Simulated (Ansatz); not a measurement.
# InH (model cell, started as NiAs type): phonons and vibrational spectra

How does InH (model cell, started as NiAs type) vibrate, and is this structure a minimum?

Method: DFT PBEsol, scalar-relativistic, plane waves, PAW, in Ansatz 0.2.0.

The structure was built from a prototype and need not be the compound's stable phase.

## 1. Starting point

It takes space group P6_3/mmc (No. 194, hexagonal). Conventional cell: a = 3.704 Å, b = 3.704 Å, c = 5.926 Å, α = 90.00°, β = 90.00°, γ = 120.00°. Nearest to In lie 6 H at 2.60 Å. Nearest to H lie 6 In at 2.60 Å. Farther neighbours are not listed.

## 2. Bringing the structure to rest

The cell and atoms are relaxed, since residual forces and stress would shift the frequencies.

input.yaml reads:

```yaml
crystal:
  lattice:
    - [3.70383, 0.0, 0.0]
    - [-1.85191, 3.20761, 0.0]
    - [0.0, 0.0, 5.92612]
  atoms:
    - { symbol: In, position: [0.0, 0.0, 0.0] }
    - { symbol: In, position: [0.0, 0.0, 0.5] }
    - { symbol: H, position: [0.333333, 0.666667, 0.25] }
    - { symbol: H, position: [0.666667, 0.333333, 0.75] }
kpoints:
  mp_grid: { grid: [12, 12, 6] }
hamiltonian:
  xc: pbesol
scf:
  occupations: { method: gaussian, width: 0.1 }
output:
  forces: true
  stress: true
  eigenvalues: true
relax:
  adjacent_minimum: "off"
  f_tol: 0.005
  max_steps: 80
  cell: { stress_tol: 0.05 }
```

Launch:

```
> ansatz run input.yaml --threads 4 --pin off --max-ram 7168MiB --backend cpu --events-out ev --progress --plain --runs-dir out
```

Numbers of over 12 decimals in the logs are rounded to 6 here.

What it wrote:

```text
Warning: the atoms were moved onto the symmetric positions of the space group found under crystal.symmetry.tolerance 1.0e-5 (fractional; no operation is sought that the atoms, as they stand in a round, miss by more than twice it, and no atom is moved by as much as it), and the run uses the moved positions. Before a round's move an operation carried an atom to 3.70e-6 Å from where it should land, the largest such dist [...]
Engine: ansatz 0.2.0, aarch64-unknown-linux-gnu
Pseudopotentials: kind: paw
Pseudopotential: In, paw, valence charge 13, recommended cutoff 420 eV (normal), In.paw.azcp
Pseudopotential: H, paw, valence charge 1, recommended cutoff 420 eV (normal), H.paw.azcp
Functional definition: PBEsol
  exchange = pbesol_x
  correlation = pbesol_c
Crystal: 4 atoms, lattice volume = 70.405 Å³
Basis set: ecut = 420 eV, 1387 PW (Γ), exchange–correlation on 50×50×80 points (8 copies of the dense FFT grid, shifted against one another)
Bands: 18, of which v1, the nominal top of the filled ones, is band 14 counted from 1 (13 counted from 0)
Symmetry: 24 space group operations
Space group: P63/mmc (ITA 194), of the structure as read, at distance tolerance 4.1e-5 Å
k-points: 76 of 864
Non-local potential: In, projectors of the file, l = 0: 2, l = 1: 2, l = 2: 2, l = 3: 2
Non-local potential: H, projectors of the file, l = 0: 2, l = 1: 1
PAW form: soft (Blöchl's): semilocal exchange-correlation on the pseudo side does not see the compensation charge
PAW frozen core: In, regenerated for the run's functional, and the local potential with it (the file was generated under x = pbe(κ = 0.804, μ = 0.219515), c = pbe(β = 0.066725))
PAW one-centre angular grid: In, 590 points (default); XC on 64 Gauss nodes
PAW one-centre angular grid: H, 110 points (default); XC on 64 Gauss nodes
Initial density: superposition of atomic densities (neutral atoms: chi_scale 0, normalization atom), corrected by the library's trained network
Initial wavefunctions: pseudopotential atomic-orbital guess
Functional: x = pbesol(κ = 0.804, μ = 0.123457), c = pbesol(β = 0.046)
SCF iter   1: F=—  HF=-11080.015469 eV  |F-HF|=—  |Δ(HF+E_count)|=         —  Δρ=8.83e-3  dr2=5.65e-2  ethr=1.77e-3  ⟨swp⟩=5.7  Hψ=6596  notcnv=0
preconditioner: auto → Kerker (q_TF=auto, 2.340 Å⁻¹)  [metal: Δε(μ)=0.046 eV  Ē_g=14.283 eV  σ=0.100 eV  W_gap=0.25  n_scr=22 (ndim 8)  ℏωp=23.4 eV  f_vac=0.000  D(μ)=1.46/eV (n_scr^D=2)]
SCF iter   2: F=—  HF=-11079.999173 eV  |F-HF|=—  |Δ(HF+E_count)|=   1.63e-2  Δρ=4.03e-3  dr2=1.35e-2  ethr=2.02e-4  ⟨swp⟩=1.0  Hψ=1977  notcnv=0
SCF iter   3: F=—  HF=-11079.994768 eV  |F-HF|=—  |Δ(HF+E_count)|=   4.40e-3  Δρ=6.25e-4  dr2=2.38e-4  ethr=4.84e-5  ⟨swp⟩=2.3  Hψ=1904  notcnv=0  defer=1
SCF iter   4: F=—  HF=-11079.994819 eV  |F-HF|=—  |Δ(HF+E_count)|=   5.14e-5  Δρ=3.45e-4  dr2=5.60e-5  ethr=8.49e-7  ⟨swp⟩=2.0  Hψ=2418  notcnv=0  defer=1
SCF iter   5: F=—  HF=-11079.994793 eV  |F-HF|=—  |Δ(HF+E_count)|=   2.65e-5  Δρ=1.12e-4  dr2=7.69e-6  ethr=2.00e-7  ⟨swp⟩=2.0  Hψ=2134  notcnv=0  defer=1
SCF iter   6: F=—  HF=-11079.994793 eV  |F-HF|=—  |Δ(HF+E_count)|=   3.97e-7  Δρ=3.06e-5  dr2=5.93e-7  ethr=2.74e-8  ⟨swp⟩=2.0  Hψ=2416  notcnv=0  defer=1
SCF iter   7: F=-11079.994793 eV  HF=-11079.994793 eV  |F-HF|=4.49e-9  |Δ(HF+E_count)|=   1.68e-7  Δρ=4.90e-6  dr2=1.96e-8  ethr=3.57e-10  ⟨swp⟩=5.5  Hψ=5474  notcnv=0
SCF 1 converged in 7 iterations: F = -11079.994793 eV  dr2 = 1.96e-8
  greatest PAW one-centre occupation: 0.983 electrons in one spin orbital (limit 2), on the In atom at site 0 (counted from 0), in its partial waves of l = 2
relax step   1: F+E_penalty+E_count = -11079.99479312 eV  Δ(F+E_penalty+E_count) = +0.000e0 eV  max|allowed force component| = 3.108e-18 eV/Å  Δτ_max = 0.0000 Å  P = -3.087 GPa  Ω = 70.405 Å³  (7 SCF iters, dr2 threshold 1.00e-7 eV, accepted)
Crystal: 4 atoms, lattice volume = 63.354 Å³
Basis set: ecut = 420 eV, 1237 PW (Γ), exchange–correlation on 50×50×80 points (8 copies of the dense FFT grid, shifted against one another)
Initial density: handed on by an earlier stage of this run
Initial wavefunctions: those handed on with the density
iter 1 solved again at ethr=1.63e-5 eV; its pass at ethr=3.10e-3 eV (dr2=4.56e-3 eV) is discarded
SCF iter   1: F=—  HF=-11080.132738 eV  |F-HF|=—  |Δ(HF+E_count)|=         —  Δρ=2.22e-3  dr2=5.18e-3  ethr=1.63e-5  ⟨swp⟩=2.0  Hψ=9235  notcnv=0
preconditioner: auto → Kerker (q_TF=auto, 2.381 Å⁻¹)  [metal: Δε(μ)=0.031 eV  Ē_g=14.538 eV  σ=0.100 eV  W_gap=0.17  n_scr=22 (ndim 8)  ℏωp=24.7 eV  f_vac=0.000  D(μ)=1.70/eV (n_scr^D=10)]
SCF iter   2: F=—  HF=-11080.131280 eV  |F-HF|=—  |Δ(HF+E_count)|=   1.46e-3  Δρ=1.34e-3  dr2=1.59e-3  ethr=1.63e-5  ⟨swp⟩=2.1  Hψ=2437  notcnv=0
SCF iter   3: F=—  HF=-11080.130895 eV  |F-HF|=—  |Δ(HF+E_count)|=   3.85e-4  Δρ=4.04e-4  dr2=1.26e-4  ethr=5.68e-6  ⟨swp⟩=2.8  Hψ=2323  notcnv=0
SCF iter   4: F=—  HF=-11080.130868 eV  |F-HF|=—  |Δ(HF+E_count)|=   2.71e-5  Δρ=6.95e-5  dr2=4.02e-6  ethr=4.51e-7  ⟨swp⟩=2.5  Hψ=2163  notcnv=0
SCF iter   5: F=-11080.130868 eV  HF=-11080.130868 eV  |F-HF|=1.17e-8  |Δ(HF+E_count)|=   1.56e-8  Δρ=1.57e-5  dr2=1.67e-7  ethr=1.43e-9  ⟨swp⟩=7.0  Hψ=6822  notcnv=0
SCF 2 converged in 5 iterations: F = -11080.130868 eV  dr2 = 1.67e-7
  greatest PAW one-centre occupation: 0.983 electrons in one spin orbital (limit 2), on the In atom at site 1 (counted from 0), in its partial waves of l = 2
relax step   2: F+E_penalty+E_count = -11080.13086793 eV  Δ(F+E_penalty+E_count) = -1.361e-1 eV  max|allowed force component| = 1.735e-18 eV/Å  Δτ_max = 0.0000 Å  P = -0.833 GPa  Ω = 63.354 Å³  energy of the carried Pulay correction = +3.292e-3 eV  (5 SCF iters, dr2 threshold 4.00e-7 eV, accepted)
Crystal: 4 atoms, lattice volume = 58.569 Å³
Basis set: ecut = 420 eV, 1161 PW (Γ), exchange–correlation on 50×50×80 points (8 copies of the dense FFT grid, shifted against one another)
iter 1 solved again at ethr=5.25e-5 eV; its pass at ethr=3.10e-3 eV (dr2=1.47e-2 eV) is discarded
SCF iter   1: F=—  HF=-11080.210955 eV  |F-HF|=—  |Δ(HF+E_count)|=         —  Δρ=3.87e-3  dr2=1.49e-2  ethr=5.25e-5  ⟨swp⟩=1.2  Hψ=9162  notcnv=0
preconditioner: auto → Kerker (q_TF=auto, 2.413 Å⁻¹)  [metal: Δε(μ)=0.050 eV  Ē_g=14.844 eV  σ=0.100 eV  W_gap=0.27  n_scr=22 (ndim 8)  ℏωp=25.7 eV  f_vac=0.000  D(μ)=1.06/eV (n_scr^D=2)]
SCF iter   2: F=—  HF=-11080.207609 eV  |F-HF|=—  |Δ(HF+E_count)|=   3.35e-3  Δρ=2.49e-3  dr2=6.25e-3  ethr=5.25e-5  ⟨swp⟩=1.0  Hψ=1368  notcnv=0
SCF iter   3: F=—  HF=-11080.205383 eV  |F-HF|=—  |Δ(HF+E_count)|=   2.23e-3  Δρ=5.07e-4  dr2=2.21e-4  ethr=2.23e-5  ⟨swp⟩=2.0  Hψ=1624  notcnv=0
SCF iter   4: F=—  HF=-11080.205318 eV  |F-HF|=—  |Δ(HF+E_count)|=   6.46e-5  Δρ=1.26e-4  dr2=1.11e-5  ethr=7.91e-7  ⟨swp⟩=2.5  Hψ=2396  notcnv=0
SCF iter   5: F=-11080.205318 eV  HF=-11080.205318 eV  |F-HF|=1.06e-7  |Δ(HF+E_count)|=   8.20e-7  Δρ=2.68e-5  dr2=2.91e-7  ethr=1.43e-9  ⟨swp⟩=4.9  Hψ=7048  notcnv=0
SCF 3 converged in 5 iterations: F = -11080.205318 eV  dr2 = 2.91e-7
relax step   3: F+E_penalty+E_count = -11080.20531763 eV  Δ(F+E_penalty+E_count) = -7.445e-2 eV  max|allowed force component| = 2.313e-18 eV/Å  Δτ_max = 0.0000 Å  P = +1.322 GPa  Ω = 58.569 Å³  energy of the carried Pulay correction = +5.750e-3 eV  (5 SCF iters, dr2 threshold 4.00e-7 eV, accepted)
[...]
relax step   4: F+E_penalty+E_count = -11080.20727898 eV  Δ(F+E_penalty+E_count) = -1.961e-3 eV  max|allowed force component| = 1.843e-18 eV/Å  Δτ_max = 0.0000 Å  P = +0.788 GPa  Ω = 58.365 Å³  energy of the carried Pulay correction = +5.889e-3 eV  (5 SCF iters, dr2 threshold 4.00e-7 eV, accepted)
[...]
relax step   5: F+E_penalty+E_count = -11080.22318827 eV  Δ(F+E_penalty+E_count) = -1.591e-2 eV  max|allowed force component| = 3.397e-18 eV/Å  Δτ_max = 0.0000 Å  P = -0.621 GPa  Ω = 60.783 Å³  energy of the carried Pulay correction = +4.622e-3 eV  (5 SCF iters, dr2 threshold 4.00e-7 eV, accepted)
[...]
relax step   6: F+E_penalty+E_count = -11080.22545435 eV  Δ(F+E_penalty+E_count) = -2.266e-3 eV  max|allowed force component| = 1.229e-18 eV/Å  Δτ_max = 0.0000 Å  P = +0.013 GPa  Ω = 59.831 Å³  energy of the carried Pulay correction = +5.109e-3 eV  (4 SCF iters, dr2 threshold 4.00e-7 eV, accepted)
[...]
relax step   7: F+E_penalty+E_count = -11080.22544845 eV  Δ(F+E_penalty+E_count) = +5.897e-6 eV  max|allowed force component| = 2.711e-18 eV/Å  Δτ_max = 0.0000 Å  P = -0.003 GPa  Ω = 59.871 Å³  energy of the carried Pulay correction = +5.088e-3 eV  (4 SCF iters, dr2 threshold 6.79e-9 eV, accepted)
[...]
relax step   8: F+E_penalty+E_count = -11080.22304183 eV  Δ(F+E_penalty+E_count) = +2.407e-3 eV  max|allowed force component| = 2.241e-18 eV/Å  Δτ_max = 0.0000 Å  P = -0.045 GPa  Ω = 59.871 Å³  stress off target by 6.63e-2 GPa  SCF on the basis re-selected at this cell (its energy is not comparable with the rows above)  (6 SCF iters)
[...]
relax step   9: F+E_penalty+E_count = -11080.22309587 eV  Δ(F+E_penalty+E_count) = -5.405e-5 eV  max|allowed force component| = 1.988e-18 eV/Å  Δτ_max = 0.0000 Å  P = -0.001 GPa  Ω = 59.798 Å³  energy of the carried Pulay correction = +3.681e-5 eV  (4 SCF iters, dr2 threshold 1.10e-8 eV, accepted)
iter 1 solved again at ethr=2.14e-7 eV; its pass at ethr=3.10e-3 eV (dr2=6.00e-5 eV) is discarded
SCF iter   1: F=—  HF=-11080.223059 eV  |F-HF|=—  |Δ(HF+E_count)|=         —  Δρ=3.12e-6  dr2=1.74e-9  ethr=2.14e-7  ⟨swp⟩=2.6  Hψ=9690  notcnv=0
eigensolver tolerance schedule: the retry pair's looser diagonalisation over-reported the residual by 34393.90 of it (diagonalisation noise at an unbounded share of the residual, at the tolerance the schedule requests for it); recorded, not acted on — ethr = c·dr2/N_el stays at c = 1.0e-1
preconditioner: auto → Kerker (q_TF=auto, 2.404 Å⁻¹)  [metal: Δε(μ)=0.043 eV  Ē_g=14.842 eV  σ=0.100 eV  W_gap=0.24  n_scr=22 (ndim 8)  ℏωp=25.4 eV  f_vac=0.000  D(μ)=1.13/eV (n_scr^D=2)]
SCF iter   2: F=—  HF=-11080.223058 eV  |F-HF|=—  |Δ(HF+E_count)|=   1.29e-6  Δρ=1.87e-6  dr2=8.17e-10  ethr=6.23e-12  ⟨swp⟩=3.0  Hψ=3505  notcnv=0
SCF iter   3: F=—  HF=-11080.223058 eV  |F-HF|=—  |Δ(HF+E_count)|=  3.49e-10  Δρ=6.36e-7  dr2=1.79e-10  ethr=2.92e-12  ⟨swp⟩=2.0  Hψ=2379  notcnv=0
SCF iter   4: F=—  HF=-11080.223058 eV  |F-HF|=—  |Δ(HF+E_count)|=  9.09e-11  Δρ=4.13e-7  dr2=6.45e-11  ethr=1.00e-12  ⟨swp⟩=2.0  Hψ=2384  notcnv=0
SCF iter   5: F=-11080.223058 eV  HF=-11080.223058 eV  |F-HF|=5.46e-12  |Δ(HF+E_count)|=  3.09e-11  Δρ=5.60e-8  dr2=7.95e-13  ethr=1.00e-12  ⟨swp⟩=4.7  Hψ=4947  notcnv=0
SCF 10 converged in 5 iterations: F = -11080.223058 eV  dr2 = 7.95e-13
relax step  10: F+E_penalty+E_count = -11080.22305797 eV  Δ(F+E_penalty+E_count) = +3.790e-5 eV  max|allowed force component| = 1.482e-18 eV/Å  Δτ_max = 0.0000 Å  P = -0.001 GPa  Ω = 59.798 Å³  stress off target by 1.50e-3 GPa  SCF on the basis re-selected at this cell (its energy is not comparable with the rows above)  (5 SCF iters)
basis re-selected at this cell: Δ(F+E_penalty+E_count) = +3.790e-5 eV, ΔP = -0.000 GPa vs the last step (what re-selecting the basis moved, of the pressure what is left beyond the Pulay correction that the steps carried, after the strain that the cell walked since its last selection, with what the two solves' SCF thresholds leave and, on support functions, any second-order correction that the steps lacked; it is no m [...]
SCF converged after 5 iterations
Free energy (F): -11080.223058 eV
Harris-Foulkes:  -11080.223058 eV  (|F-HF|=5.46e-12)
Internal energy: -11080.217412 eV  (E = F + TS)
E sigma→0 (E₀):  -11080.220235 eV
Entropy (-TS):   -0.005646 eV (-1.412 meV/atom)
Fermi energy:    9.026109 eV
--- Per-component energies (eV) ---
  E_band       = -70.034494
  E_kinetic    = 507.545326
  E_local      = -2258.503867  (includes V_loc(G=0)·N_el)
  E_nonlocal   = 737.706553
  E_hartree    = 881.853667
  E_xc         = -445.215466
  E_vxc        = -223.091663  (∫ρ·V_xc dr)
  E_paw        = -8163.194087  (= ΣΔE_a)
  E_vpaw       = -597.396358  (= ΣTr[D̂ρ^β])
  E_aug_tail   = -0.001852  (compensation charges beyond the density's cutoff)
  E_ewald      = -2340.879491
  E_core_change = 0.471805  (= ΣΔE_core)
  E_smearing   = -0.005646  (= −TS)
  E_closure    = 0.000000  (closes the sum)
  Σ components = -11080.223058   (vs F -11080.223058, Δ=0.00e0)
--- Forces (eV/Å), atoms counted from 1 ---
  atom   1  In    -0.00000000     0.00000000     0.00000000
  atom   2  In    -0.00000000     0.00000000    -0.00000000
  atom   3  H      0.00000000     0.00000000     0.00000000
  atom   4  H     -0.00000000    -0.00000000    -0.00000000
  max |Σ_I F_I| component: 1.59e-18 eV/Å
--- Stress (GPa, compression-positive) ---
       -0.001503       0.000000      -0.000000
        0.000000      -0.001503       0.000000
       -0.000000       0.000000       0.000085
  P = ⅓ Tr σ = -0.0010 GPa (-0.010 kbar)
--- Band table (eV; the first three rows and the last of 76) ---
  k-point 0: bands = [... 10 lower, -1.2288, 2.6942, 3.1624, 12.4912, 14.7742, 14.9596, 17.0498, 17.0498]
  k-point 1: bands = [... 10 lower, -1.1170, 1.6364, 4.4268, 11.5213, 14.8447, 15.3166, 17.1921, 17.1921]
  k-point 2: bands = [... 10 lower, -0.7788, 0.5994, 6.0758, 9.7464, 15.0386, 15.4723, 17.6090, 17.6090]
  k-point 75: bands = [... 10 lower, 5.0413, 5.0413, 5.9077, 5.9077, 8.2948, 8.2948, 13.3747, 13.3747]
--- Relaxed structure (8 steps of the walk, 8 accepted, 2 SCFs on fresh bases) ---
  F+E_penalty+E_count = -11080.22305797 eV   max|allowed force component| = 1.482e-18 eV/Å   (the final SCF, on the basis selected at the relaxed cell)
  cell:  # Å, volume = 59.7976 Å³
    - [3.325477, -2.591864960212748e-6, 0.0]
    - [-1.662736, 2.879949, 0.0]
    - [0.0, 0.0, 6.243741]
  atoms:
    - { symbol: In, position: [0, 0, 0] }
    - { symbol: In, position: [0, 0, 0.500000] }
    - { symbol: H, position: [0.333333, 0.666667, 0.250000] }
    - { symbol: H, position: [0.666667, 0.333333, 0.75] }
```

The job ended after 15 s (4 threads of Arm Neoverse V1, shared host; peak memory 0.41 GiB; 54 s of CPU time).

Step by step:

```
step  energy less that of the first step (eV)  largest force component (eV/Å)  pressure (GPa)  volume (Å³)
   1                                   0.0000                          0.0000           -3.09        70.40
   2                                  -0.1361                          0.0000           -0.83        63.35
   3                                  -0.2105                          0.0000            1.32        58.57
   4                                  -0.2125                          0.0000            0.79        58.36
   5                                  -0.2284                          0.0000           -0.62        60.78
   6                                  -0.2307                          0.0000            0.01        59.83
   7                                  -0.2307                          0.0000            0.00        59.87
  8*                                  -0.2282                          0.0000           -0.04        59.87
   9                                  -0.2283                          0.0000            0.00        59.80
 10*                                  -0.2283                          0.0000            0.00        59.80
```

Relaxation steps marked * repeat the geometry before them on a plane-wave basis chosen anew for their cell, so energy and pressure can jump there.

Forces are held to the 24 operations that the run works with; a distortion that breaks them can't arise in this run.

```
conventional cell, symmetrised  before  after   change
                         a (Å)   3.704  3.325  -10.2 %
                         b (Å)   3.704  3.325  -10.2 %
                         c (Å)   5.926  6.244   +5.4 %
              volume (Å³/atom)   17.60  14.95  -15.1 %
```

Final coordinates:

```xyz
4
Lattice="3.3255 0.0000 0.0000 -1.6627 2.8799 0.0000 0.0000 0.0000 6.2437" Properties=species:S:1:pos:R:3 pbc="T T T"
In    0.0000    0.0000    0.0000
In    0.0000    0.0000    3.1219
H     0.0000    1.9200    1.5609
H     1.6627    0.9600    4.6828
```

Numbers from this step:

| Item | Value |
| --- | --- |
| pressure | -9.74e-4 GPa |
| volume per atom | 14.95 Å³ |
| gap on the k-mesh | 0 eV |

In this step the volume went from 17.60 to 14.95 Å³/atom.

## 3. Relaxation

The relaxation is repeated from its end on the same settings, as a check that it has come to rest.

input.yaml, the sections that differ from step 2:

```yaml
crystal:
  lattice:
    - [3.3254772376, -2.5919e-06, 0.0]
    - [-1.6627363742, 2.8799490634, 0.0]
    - [0.0, 0.0, 6.2437405147]
  atoms:
    - { symbol: In, position: [0.0, 0.0, 0.0] }
    - { symbol: In, position: [0.0, 0.0, 0.5] }
    - { symbol: H, position: [0.3333333333, 0.6666666667, 0.25] }
    - { symbol: H, position: [0.6666666667, 0.3333333333, 0.75] }
output:
  forces: true
  stress: true
  eigenvalues: true
  write_density: true
  write_potential: true
  elf: true
  volumetric_format: npy
# kpoints, hamiltonian, scf, relax: as in step 2
```

What it wrote:

```text
[...]
Crystal: 4 atoms, lattice volume = 59.798 Å³
Basis set: ecut = 420 eV, 1185 PW (Γ), exchange–correlation on 48×48×90 points (8 copies of the dense FFT grid, shifted against one another)
Bands: 18, of which v1, the nominal top of the filled ones, is band 14 counted from 1 (13 counted from 0)
Symmetry: 24 space group operations
[...]
k-points: 76 of 864
[...]
--- Relaxed structure (1 steps of the walk, 1 accepted, 1 SCFs on fresh bases) ---
[...]
cell:  # Å, volume = 59.7976 Å³
    - [3.325477, -2.591870414170259e-6, 0.0]
    - [-1.662736, 2.879949, 0.0]
    - [0.0, 0.0, 6.2437405147]
  atoms:
    - { symbol: In, position: [0.0, 0.0, 0.0] }
    - { symbol: In, position: [0.0, 0.0, 0.500000] }
    - { symbol: H, position: [0.333333, 0.666667, 0.250000] }
    - { symbol: H, position: [0.666667, 0.333333, 0.750000] }
[key lines of the parts left out:]
SCF converged after 5 iterations
Free energy (F): -11080.223058 eV
Fermi energy:    9.026109 eV
P = ⅓ Tr σ = -0.0010 GPa (-0.010 kbar)
```

Run time: 3.7 s. Hardware: 4 threads; peak memory 0.4 GiB; 12 s of CPU time.

Little changed from the start: no atom moved by 0.005 Å and no cell edge by 0.1 %.

This step gave:

```yaml
pressure: -9.71e-4 GPa
```

In this step the volume went from 14.95 to 14.95 Å³/atom.

## 4. Relaxing to small forces for the phonons

Phonons need a cell at rest on their own settings, so the relaxation is repeated with tight tolerances on forces and stress on the k mesh and occupations of the first response run.

input.yaml, the sections that differ from step 3:

```yaml
scf:
  occupations: { method: methfessel_paxton, width: 0.15 }
output:
  forces: true
  stress: true
  eigenvalues: true
relax:
  adjacent_minimum: "off"
  f_tol: 0.001
  max_steps: 60
  cell: { stress_tol: 0.01 }
# crystal, kpoints, hamiltonian: as in step 3
```

What it wrote:

```text
[...]
Crystal: 4 atoms, lattice volume = 59.798 Å³
Basis set: ecut = 420 eV, 1185 PW (Γ), exchange–correlation on 48×48×90 points (8 copies of the dense FFT grid, shifted against one another)
Bands: 18, of which v1, the nominal top of the filled ones, is band 14 counted from 1 (13 counted from 0)
Symmetry: 24 space group operations
[...]
k-points: 76 of 864
[...]
--- Relaxed structure (3 steps of the walk, 3 accepted, 1 SCFs on fresh bases) ---
[...]
cell:  # Å, volume = 59.7894 Å³
    - [3.325888, -2.5921908623972953e-6, 0]
    - [-1.662942, 2.880305, 0]
    - [0, 0, 6.241350]
  atoms:
    - { symbol: In, position: [0, 0, 0] }
    - { symbol: In, position: [0, 0, 0.500000] }
    - { symbol: H, position: [0.333333, 0.666667, 0.250000] }
    - { symbol: H, position: [0.666667, 0.333333, 0.75] }
[key lines of the parts left out:]
SCF converged after 7 iterations
Free energy (F): -11080.220438 eV
Fermi energy:    9.023594 eV
P = ⅓ Tr σ = 0.0000 GPa (0.000 kbar)
```

Elapsed: 5.3 s, on 4 threads; peak memory 0.4 GiB.

Little changed from the start: no atom moved by 0.005 Å and no cell edge by 0.1 %.

Numbers from this step:

```yaml
pressure: 3.72e-5 GPa
```

The forces vanish by symmetry and the pressure is 0.000 GPa, within the tolerances set. The cell now holds 14.95 Å³/atom.

(Part 1 of 2 ends here.)

[Logs are printed without paths, hosts, clocks, repeated set-up lines and the standing remarks that a program may print on its own settings, such as how far it seeks lower states.]

[Hosts, paths, dates, database ids (printed as entryN), source tags and the programs' standing remarks are cut or masked in the printed files.]
